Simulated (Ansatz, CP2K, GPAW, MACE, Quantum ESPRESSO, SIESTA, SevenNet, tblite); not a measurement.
# Quantum ESPRESSO runs on (5,5) carbon nanotube bundle (80 atoms)

Wanted: Quantum ESPRESSO inputs and outputs for (5,5) carbon nanotube bundle (80 atoms), checked against a plane-wave reference.

Calculated with Quantum ESPRESSO 7.5; the method is named at each step.

**1. The starting structure**

The cell holds 80 atoms: 80 C. Its edges and angles: a = 10.081 Å, b = 10.081 Å, c = 9.721 Å, α = 90.0°, β = 90.0°, γ = 120.0°. It derives from C (graphene). Graphene sheet (a = 2.46 Å) rolled into a (5,5) tube of diameter 6.78 Å, 4 periods, hexagonal bundle with 3.3 Å between walls; minimised with a classical potential (one cell length free). Then every atom was moved at random, 0.02 Å r.m.s. a Cartesian component. The structure's axis is c.

The yardstick, on the same geometry:

* method: Kohn-Sham DFT, PBE, PAW, plane waves (Ansatz 0.2.0); cutoff 420 eV, Γ point, fermi-dirac smearing of 0.05 eV; PAW set soft_2
* r.m.s. force component: 1.372 eV/Å
* longest force: 5.526 eV/Å
* pressure: 11.12 GPa
* SCF cycles: 9
* time: 4.8 s on 8 threads of Arm Neoverse V2, shared host
* CPU time: 33 s

**2. PBE, sssp-1.3.0-efficiency, 45/360 Ry**

Method: Kohn-Sham DFT, PBE, SSSP efficiency 1.3.0 pseudopotentials, plane waves.

File pw.in:

```
&control
  calculation = 'scf'
  pseudo_dir = './pseudo'
  outdir = './tmp'
  disk_io = 'none'
  tprnfor = .true.
  tstress = .true.
/
&system
  ibrav = 0
  nat = 80
  ntyp = 1
  ecutwfc = 45
  ecutrho = 360
  nosym = .true.
  occupations = 'smearing'
  smearing = 'fd'
  degauss = 0.003675
/
&electrons
  conv_thr = 4.0e-07
  electron_maxstep = 100
  mixing_beta = 0.2
  mixing_mode = 'local-TF'
  diagonalization = 'david'
/
ATOMIC_SPECIES
C 12.011 C.upf
CELL_PARAMETERS angstrom
10.08135 0.00000 0.00000
-5.04067 8.73070 0.00000
0.00000 0.00000 9.72051
ATOMIC_POSITIONS crystal
C 0.37391 0.08025 0.13124
C 0.38992 0.15956 0.00617
C 0.36849 0.28778 0.00402
C 0.33443 0.33386 0.13202
C 0.22747 0.38251 0.13332
C 0.15841 0.38869 0.25639
C 0.99689 0.33367 0.00830
C 0.92093 0.28868 0.12918
C 0.76927 0.16107 0.13421
C 0.71223 0.08230 0.25481
C 0.62998 0.92299 0.00937
C 0.61351 0.84099 0.13037
C 0.62949 0.71331 0.13126
C 0.66408 0.66733 0.25777
C 0.77321 0.61795 0.25815
C 0.84697 0.61253 0.13530
C 0.99827 0.66411 0.12996
C 0.08600 0.71533 0.25459
C 0.22838 0.83625 0.25747
C 0.28576 0.91633 0.13038
C 0.37057 0.07894 0.38316
C 0.39047 0.15590 0.25546
C 0.36399 0.28219 0.25598
C 0.33585 0.33621 0.37992
C 0.22881 0.38260 0.37799
C 0.15788 0.38388 0.50617
C 0.99918 0.33129 0.25817
C 0.91576 0.28280 0.37914
C 0.77174 0.15521 0.38228
C 0.70916 0.07814 0.50575
C 0.62644 0.91772 0.25846
C 0.61496 0.84283 0.38236
C 0.63478 0.71444 0.38019
C 0.66755 0.66566 0.50495
C 0.77168 0.61544 0.50484
C 0.84189 0.61515 0.38143
C 0.99848 0.66616 0.38067
C 0.08019 0.71213 0.50835
C 0.23078 0.84441 0.50714
C 0.29113 0.92198 0.38465
C 0.36828 0.07880 0.63031
C 0.38516 0.15364 0.50857
C 0.36582 0.28645 0.50828
C 0.33773 0.33504 0.63071
C 0.22776 0.38576 0.62972
C 0.15828 0.38553 0.75646
C 0.99933 0.33410 0.50732
C 0.91598 0.28762 0.63256
C 0.77262 0.16015 0.63006
C 0.71066 0.08062 0.75700
C 0.62626 0.91659 0.50655
C 0.61321 0.84334 0.63050
C 0.63058 0.71104 0.63244
C 0.66363 0.66664 0.75750
C 0.77424 0.61538 0.75777
C 0.84235 0.61455 0.63102
[... 20 atom lines left out ...]
C 0.99981 0.66593 0.88432
C 0.08558 0.71546 0.00604
C 0.22945 0.84172 0.00859
C 0.28845 0.91860 0.88235
K_POINTS gamma
```

The run is started by

```sh
OMP_NUM_THREADS=1 mpirun -np 2 pw.x -in pw.in > output.txt
```

Output:

```text
Program PWSCF
     gamma-point specific algorithms are used
     Parallelization info
     sticks:   dense  smooth     PW     G-vecs:    dense   smooth      PW
     Min        4508    2253    567               332884   117827   14733
     Max        4511    2254    568               332885   117830   14736
     Sum        9019    4507   1135               665769   235657   29469
     bravais-lattice index     =            0
     lattice parameter (alat)  =      19.0510  a.u.
     unit-cell volume          =    5773.6893 (a.u.)^3
     number of atoms/cell      =           80
     number of atomic types    =            1
     number of electrons       =       320.00
     number of Kohn-Sham states=          192
     kinetic-energy cutoff     =      45.0000  Ry
     charge density cutoff     =     360.0000  Ry
     scf convergence threshold =      4.0E-07
     mixing beta               =       0.2000
     number of iterations used =            8  local-TF  mixing
     Exchange-correlation= SLA  PW   PBX  PBC
                           (   1   4   3   4   0   0   0)
     crystal axes: (cart. coord. in units of alat)
               a(1) = (   1.000000   0.000000   0.000000 )
               a(2) = (  -0.500000   0.866025   0.000000 )
               a(3) = (   0.000000   0.000000   0.964207 )
     reciprocal axes: (cart. coord. in units 2 pi/alat)
               b(1) = (  1.000000  0.577350 -0.000000 )
               b(2) = (  0.000000  1.154701  0.000000 )
               b(3) = (  0.000000 -0.000000  1.037122 )
     PseudoPot. # 1 for C :
     Pseudo is Projector augmented-wave + core cor, Zval =  4.0
     atomic species   valence    mass     pseudopotential
     C                 4.00    12.01100     C ( 1.00)
     No symmetry found
   Cartesian axes
     number of k points=     1  Fermi-Dirac smearing, width (Ry)=  0.0037
                       cart. coord. in units 2pi/alat
        k(    1) = (   0.0000000   0.0000000   0.0000000), wk =   2.0000000
     Dense  grid:   332885 G-vectors     FFT dimensions: ( 120, 120, 120)
     Smooth grid:   117829 G-vectors     FFT dimensions: (  81,  81,  80)
     Check: negative core charge=   -0.000010
     Initial potential from superposition of free atoms
     starting charge     319.9967, renormalised to     320.0000
     Starting wfcs are  320 randomized atomic wfcs
     Self-consistent Calculation
     iteration #  1     ecut=    45.00 Ry     beta= 0.20
     total energy              =   -1477.16505348 Ry
     estimated scf accuracy    <       8.50969852 Ry
     iteration #  2     ecut=    45.00 Ry     beta= 0.20
     total energy              =   -1472.99214768 Ry
     estimated scf accuracy    <       6.75030559 Ry
     iteration #  3     ecut=    45.00 Ry     beta= 0.20
     total energy              =   -1474.23142751 Ry
     estimated scf accuracy    <       0.57786747 Ry
     iteration #  4     ecut=    45.00 Ry     beta= 0.20
     total energy              =   -1474.18879446 Ry
     estimated scf accuracy    <       0.39995000 Ry
     iteration #  5     ecut=    45.00 Ry     beta= 0.20
     total energy              =   -1474.22625605 Ry
     estimated scf accuracy    <       0.02385881 Ry
     iteration #  6     ecut=    45.00 Ry     beta= 0.20
     total energy              =   -1474.21892900 Ry
     estimated scf accuracy    <       0.01417068 Ry
[...]
negative rho (up, down):  9.500E-07 0.000E+00
[...]
negative rho (up, down):  1.948E-07 0.000E+00
[...]
negative rho (up, down):  1.425E-07 0.000E+00
[...]
negative rho (up, down):  3.214E-07 0.000E+00
[...]
negative rho (up, down):  1.072E-07 0.000E+00
     total energy              =   -1474.22223518 Ry
[...]
iteration # 13     ecut=    45.00 Ry     beta= 0.20
     negative rho (up, down):  6.039E-08 0.000E+00
     total energy              =   -1474.22223719 Ry
     estimated scf accuracy    <       0.00000324 Ry
     iteration # 14     ecut=    45.00 Ry     beta= 0.20
     negative rho (up, down):  6.271E-08 0.000E+00
     total energy              =   -1474.22223778 Ry
     estimated scf accuracy    <       0.00000081 Ry
     iteration # 15     ecut=    45.00 Ry     beta= 0.20
     negative rho (up, down):  2.392E-08 0.000E+00
     End of self-consistent calculation
          k = 0.0000 0.0000 0.0000 ( 14735 PWs)   bands (ev):
   -14.9674 -14.6355 -14.6316 -13.9219 -13.8947 -13.8387 -13.7960 -13.5493
   -13.5274 -13.4666 -13.4517 -12.8187 -12.7886 -12.7367 -12.7081 -12.5867
   -12.5163 -11.5433 -11.4988 -11.4468 -11.4019 -10.9746 -10.8482 -10.5186
   -10.5172 -10.2802 -10.2561 -10.2150 -10.1782  -9.9904  -9.8808  -9.8087
    -9.7508  -9.6580  -9.6352  -9.5854  -9.4861  -9.2471  -8.3245  -8.2985
    -8.2522  -8.0670  -8.0067  -7.9909  -7.9752  -7.5049  -7.4395  -6.7353
[...]
7.2166   7.4315   7.5476   7.5919   7.6341   7.6823   7.7503   7.8178
     8.0559   8.1188   8.1883   8.6807   8.9362   8.9536   9.0155   9.0975
     9.5214   9.5481  10.0289  10.0392  10.1773  10.2201  10.3050  10.4248
     the Fermi energy is     5.2089 ev
!    total energy              =   -1474.22223780 Ry
     total all-electron energy =     -6095.350064 Ry
     estimated scf accuracy    <       0.00000033 Ry
     smearing contrib. (-TS)   =      -0.00000082 Ry
     internal energy E=F+TS    =   -1474.22223698 Ry
     The total energy is F=E-TS. E is the sum of the following terms:
     one-electron contribution =    -705.13933993 Ry
     hartree contribution      =     497.74278839 Ry
     xc contribution           =    -373.29715111 Ry
     ewald contribution        =    -400.07552096 Ry
     one-center paw contrib.   =    -493.45301338 Ry
     convergence has been achieved in  15 iterations
     negative rho (up, down):  2.392E-08 0.000E+00
     Forces acting on atoms (cartesian axes, Ry/au):
     atom    1 type  1   force =    -0.00120588    0.00007025   -0.01511385
     atom    2 type  1   force =     0.01114653   -0.03051348    0.01546429
     atom    3 type  1   force =     0.02490645   -0.00184873    0.06507744
     atom    4 type  1   force =     0.03741410   -0.01984619   -0.02413501
     atom    5 type  1   force =    -0.05974748    0.03387315   -0.05371418
     atom    6 type  1   force =     0.02771145   -0.01470399    0.00863038
[...]
atom   78 type  1   force =    -0.08562497   -0.10312253    0.01817990
     atom   79 type  1   force =     0.02832318    0.02445711   -0.06682665
     atom   80 type  1   force =     0.00772588   -0.03707458   -0.00949546
     Total force =     0.828241     Total SCF correction =     0.000648
     Computing stress (Cartesian axis) and pressure
     negative rho (up, down):  2.392E-08 0.000E+00
          total   stress  (Ry/bohr**3)                   (kbar)     P=      112.61
   0.00064974   0.00007361   0.00000094           95.58       10.83        0.14
   0.00007361   0.00078800  -0.00000551           10.83      115.92       -0.81
   0.00000094  -0.00000551   0.00085880            0.14       -0.81      126.33
     Message from routine punch:
     Nothing written, as per user request (disk_io='none')
```

It took 2.1 min on 2 MPI ranks of Arm Neoverse V2, shared host; peak memory 1.8 GiB.

Banners, paths, timers and routine set-up lines are dropped from the logs unmarked, and long logs keep their key lines alone; longer cuts are marked.

Against the reference:

```yaml
r_m_s_force_component: 1.375 eV/Å
r_m_s_difference_of_force_components: 5.381 meV/Å
longest_difference_of_force_vectors: 13.04 meV/Å
force_difference_over_r_m_s_force: 0.3923 %
slope_of_forces_against_the_reference_s: 1.002
correlation_of_force_components: 1
pressure: 11.26 GPa
pressure_difference: 0.1451 GPa
```

The surroundings of C16, which bears the longest force, nearest first, numbered as they follow in the input and with coordinates relative to it.

| atom | x | y | z | distance (Å) | bonds | Fx | Fy | Fz (eV/Å) |
| --- | --- | --- | --- | --- | --- | --- | --- | --- |
| C16 | 0.00 | 0.00 | 0.00 | 0.00 | 3 | -5.03 | -0.36 | -2.27 |
| C17 | 1.27 | 0.45 | -0.05 | 1.34 | 3 | 4.05 | 1.52 | 0.54 |
| C15 | -0.77 | 0.05 | 1.19 | 1.42 | 3 | 0.65 | -0.78 | -0.81 |
| C75 | -0.79 | 0.04 | -1.27 | 1.50 | 3 | 3.09 | -0.77 | 1.12 |
| C18 | 1.89 | 0.90 | 1.16 | 2.39 | 3 | -3.02 | -3.47 | 1.03 |
| C36 | -0.06 | 0.02 | 2.39 | 2.39 | 3 | -0.27 | -0.17 | -0.13 |
| C78 | 1.89 | 0.90 | -1.26 | 2.44 | 3 | -2.20 | -2.65 | 0.47 |
| C14 | -2.12 | 0.48 | 1.19 | 2.48 | 3 | 0.55 | -0.54 | -1.59 |
| C74 | -2.11 | 0.47 | -1.23 | 2.49 | 3 | -0.81 | 0.01 | -2.04 |
| C76 | -0.03 | 0.05 | -2.51 | 2.51 | 3 | -2.55 | -0.86 | 3.53 |

Forces lie 0.39 % from the reference's, at 7.5 times its CPU time (on 2 against 8 cores).

**3. PBE, sssp-1.3.0-efficiency, 35/280 Ry**

Method: Kohn-Sham DFT, PBE, SSSP efficiency 1.3.0 pseudopotentials, plane waves.

pw.in: that of step 2 with these lines changed.

```diff
@@ -12,4 +12,4 @@
   ntyp = 1
-  ecutwfc = 45
-  ecutrho = 360
+  ecutwfc = 35
+  ecutrho = 280
   nosym = .true.
```

Output:

```text
[banner, memory and clock lines left out]
Program PWSCF
     gamma-point specific algorithms are used
[... lines left out ...]
     total energy              =   -1472.88739313 Ry
[... lines left out ...]
     total energy              =   -1474.13177697 Ry
[... lines left out ...]
     total energy              =   -1474.05726741 Ry
[... lines left out ...]
     total energy              =   -1474.05726992 Ry
[... lines left out ...]
     the Fermi energy is     5.2164 ev
!    total energy              =   -1474.05727466 Ry
[... lines left out ...]
     The total energy is F=E-TS. E is the sum of the following terms:
[... lines left out ...]
     convergence has been achieved in  16 iterations
[... lines left out ...]
     atom    1 type  1   force =    -0.00090993    0.00026515   -0.01494775
     atom    2 type  1   force =     0.01133797   -0.03034853    0.01550575
     atom    3 type  1   force =     0.02466704   -0.00149166    0.06484902
[...]
atom   79 type  1   force =     0.02840950    0.02439349   -0.06676382
     atom   80 type  1   force =     0.00803347   -0.03709572   -0.00948438
     Total force =     0.826955     Total SCF correction =     0.001003
     Computing stress (Cartesian axis) and pressure
     negative rho (up, down):  1.601E-06 0.000E+00
          total   stress  (Ry/bohr**3)                   (kbar)     P=       85.63
   0.00046765   0.00007441   0.00000112           68.79       10.95        0.17
   0.00007441   0.00060537  -0.00000575           10.95       89.05       -0.85
   0.00000112  -0.00000575   0.00067335            0.17       -0.85       99.05
     Message from routine punch:
     Nothing written, as per user request (disk_io='none')
```

Wall time 89 s (2 MPI ranks); peak memory 1.3 GiB; 3 min of CPU time.

Compared with the plane-wave run:

```yaml
r_m_s_force_component: 1.372 eV/Å
r_m_s_difference_of_force_components: 8.666 meV/Å
longest_difference_of_force_vectors: 19.1 meV/Å
force_difference_over_r_m_s_force: 0.6318 %
slope_of_forces_against_the_reference_s: 1.001
correlation_of_force_components: 1
pressure: 8.563 GPa
pressure_difference: -2.553 GPa
energy_less_the_same_level_run_s: 28.06 meV/atom
r_m_s_force_difference_from_the_same_level_run: 5.917 meV/Å
```

This is a coarse setting, run to see what it loses.

Against the first run (0.39 %), the force difference from the reference is 0.63 %, at 0.72 times the CPU time: the cutoff matters here.

**4. PBE, gbrv-1.5, 40/200 Ry**

Method: Kohn-Sham DFT, PBE, GBRV 1.5 ultrasoft pseudopotentials, plane waves.

The pseudopotential files are exchanged too: ./pseudo now holds the set gbrv-pbe-1.5.

pw.in: that of step 3 with these lines changed.

```diff
@@ -12,4 +12,4 @@
   ntyp = 1
-  ecutwfc = 35
-  ecutrho = 280
+  ecutwfc = 40
+  ecutrho = 200
   nosym = .true.
```

Output:

```text
[banner, memory and clock lines left out]
Program PWSCF
     gamma-point specific algorithms are used
     bravais-lattice index     =            0
     lattice parameter (alat)  =      19.0510  a.u.
     unit-cell volume          =    5773.6893 (a.u.)^3
     number of atoms/cell      =           80
     number of atomic types    =            1
     number of electrons       =       320.00
     number of Kohn-Sham states=          192
     kinetic-energy cutoff     =      40.0000  Ry
[... lines left out ...]
     scf convergence threshold =      4.0E-07
[... lines left out ...]
     number of k points=     1  Fermi-Dirac smearing, width (Ry)=  0.0037
[... lines left out ...]
     total energy              =    -920.91137923 Ry
[... lines left out ...]
     total energy              =    -916.73291357 Ry
[... lines left out ...]
     total energy              =    -917.96307848 Ry
[... lines left out ...]
     total energy              =    -917.97620066 Ry
[... lines left out ...]
     total energy              =    -917.97620205 Ry
[... lines left out ...]
          k = 0.0000 0.0000 0.0000 ( 12328 PWs)   bands (ev):
   -14.9508 -14.6190 -14.6150 -13.9059 -13.8789 -13.8230 -13.7804 -13.5337
   -13.5118 -13.4512 -13.4363 -12.8037 -12.7736 -12.7219 -12.6931 -12.5719
   -12.5013 -11.5292 -11.4844 -11.4327 -11.3877 -10.9606 -10.8345 -10.5055
[...]
8.0633   8.1150   8.1702   8.6632   8.9183   8.9357   8.9977   9.0794
     9.5421   9.5703  10.0116  10.0226  10.1603  10.2020  10.2938  10.4078
     the Fermi energy is     5.1947 ev
!    total energy              =    -917.97620353 Ry
     estimated scf accuracy    <       0.00000037 Ry
     smearing contrib. (-TS)   =      -0.00000082 Ry
     internal energy E=F+TS    =    -917.97620271 Ry
     The total energy is F=E-TS. E is the sum of the following terms:
     one-electron contribution =    -722.45441480 Ry
     hartree contribution      =     497.46884283 Ry
     xc contribution           =    -292.91511040 Ry
     ewald contribution        =    -400.07552034 Ry
     convergence has been achieved in  15 iterations
     Forces acting on atoms (cartesian axes, Ry/au):
     atom    1 type  1   force =    -0.00143875   -0.00037104   -0.01522130
     atom    2 type  1   force =     0.01073003   -0.03044870    0.01560255
     atom    3 type  1   force =     0.02480443   -0.00204736    0.06543046
[...]
atom   79 type  1   force =     0.02797249    0.02458589   -0.06723915
     atom   80 type  1   force =     0.00738708   -0.03737217   -0.00936142
     Total force =     0.830556     Total SCF correction =     0.000773
     Computing stress (Cartesian axis) and pressure
          total   stress  (Ry/bohr**3)                   (kbar)     P=      107.77
   0.00062320   0.00007409   0.00000100           91.68       10.90        0.15
   0.00007409   0.00076082  -0.00000570           10.90      111.92       -0.84
   0.00000100  -0.00000570   0.00081387            0.15       -0.84      119.73
     Message from routine punch:
     Nothing written, as per user request (disk_io='none')
```

Wall time 71 s (2 MPI ranks); peak memory 0.87 GiB.

Against the reference:

| Quantity | Value |
| --- | --- |
| r.m.s. force component | 1.378 eV/Å |
| r.m.s. difference of force components | 8.431 meV/Å |
| longest difference of force vectors | 40.12 meV/Å |
| force difference over r.m.s. force | 0.6147 % |
| slope of forces against the reference's | 1.005 |
| correlation of force components | 1 |
| pressure | 10.78 GPa |
| pressure difference | -0.3382 GPa |

Against the first run (0.39 %), the force difference from the reference is 0.61 %, at 0.57 times the CPU time.

**5. Side by side**

Differences are against the plane-wave reference, forces as r.m.s. over components; share is that over the reference's r.m.s. force, slope the least-squares factor from reference forces to these. Total energies of different programs have different zeros and aren't compared.

| run | Δ force, r.m.s. (meV/Å) | share (%) | slope | Δ pressure (GPa) | cores | CPU time | memory (GiB) |
| --- | --- | --- | --- | --- | --- | --- | --- |
| reference | - | - | - | - | 8 | 33 s | 0.95 |
| QE PBE, sssp-1.3.0-efficiency, 45/360 Ry | 5.38 | 0.392 | 1.002 | 0.145 | 2 | 4.1 min | 1.8 |
| QE PBE, sssp-1.3.0-efficiency, 35/280 Ry (coarse) | 8.67 | 0.632 | 1.001 | -2.55 | 2 | 3 min | 1.3 |
| QE PBE, gbrv-1.5, 40/200 Ry | 8.43 | 0.615 | 1.005 | -0.338 | 2 | 2.4 min | 0.87 |

Rows marked coarse were listed beforehand as settings not expected to be converged; some can still land near the reference.

CPU time is summed over cores on a shared host, where runs went side by side, so it is rough. Symmetry, cutoffs, thresholds, outputs and thread counts weren't matched or tuned between programs; memory under MPI is the largest rank's times the ranks.

Within one program, basis, potentials and functional, energies share a zero. Each run against its twin at the usual cutoff or grid and solver:

| run | twin | Δ energy (meV/atom) | Δ force, r.m.s. (meV/Å) | CPU time over the twin's |
| --- | --- | --- | --- | --- |
| QE PBE, sssp-1.3.0-efficiency, 35/280 Ry | sssp-1.3.0-efficiency, 45/360 Ry | 28.1 | 5.92 | 0.72 |

**6. What came out**

| Quantity | Value |
| --- | --- |
| nearest in forces | QE PBE, sssp-1.3.0-efficiency, 45/360 Ry, 0.39 % |
| its CPU time | 4.1 min |

**Reading.** PBE on plane waves or a grid with other potentials, cutoffs or grids, coarse settings apart, differs from the reference by 0.39 % (QE PBE, sssp-1.3.0-efficiency, 45/360 Ry) to 0.61 % (QE PBE, gbrv-1.5, 40/200 Ry) of the r.m.s. force; this holds the reference's own error, so differences of a few per cent don't tell which side is nearer the exact PBE result (QE's 45 Ry are 612 eV, against the reference's 420 eV). Runs with settings chosen to be coarse differ by 0.63 % (QE PBE, sssp-1.3.0-efficiency, 35/280 Ry), their programs' other errors included. None of the electronic-structure runs in the table takes under half the reference's CPU time of 33 s; they take 4.3 to 7.5 times as much. In pressure, QE PBE, sssp-1.3.0-efficiency, 35/280 Ry misses by -2.6 GPa, at the same functional; a cutoff this low leaves a large Pulay stress. The reference's pressure of 11 GPa belongs to a cell and atoms that aren't relaxed at this level. The electronic-structure runs sample only Γ, in a cell whose shortest periodic width is 9 Å.

[Also dropped from logs without a mark: logging warnings of Python, and SIESTA's first energy breakdown and zero terms.]

[Logs are printed without paths, hosts, clocks, repeated set-up lines and the standing remarks that a program may print on its own settings, such as how far it seeks lower states.]

[Hosts, paths, dates, database ids (printed as entryN), source tags and the programs' standing remarks are cut or masked in the printed files.]
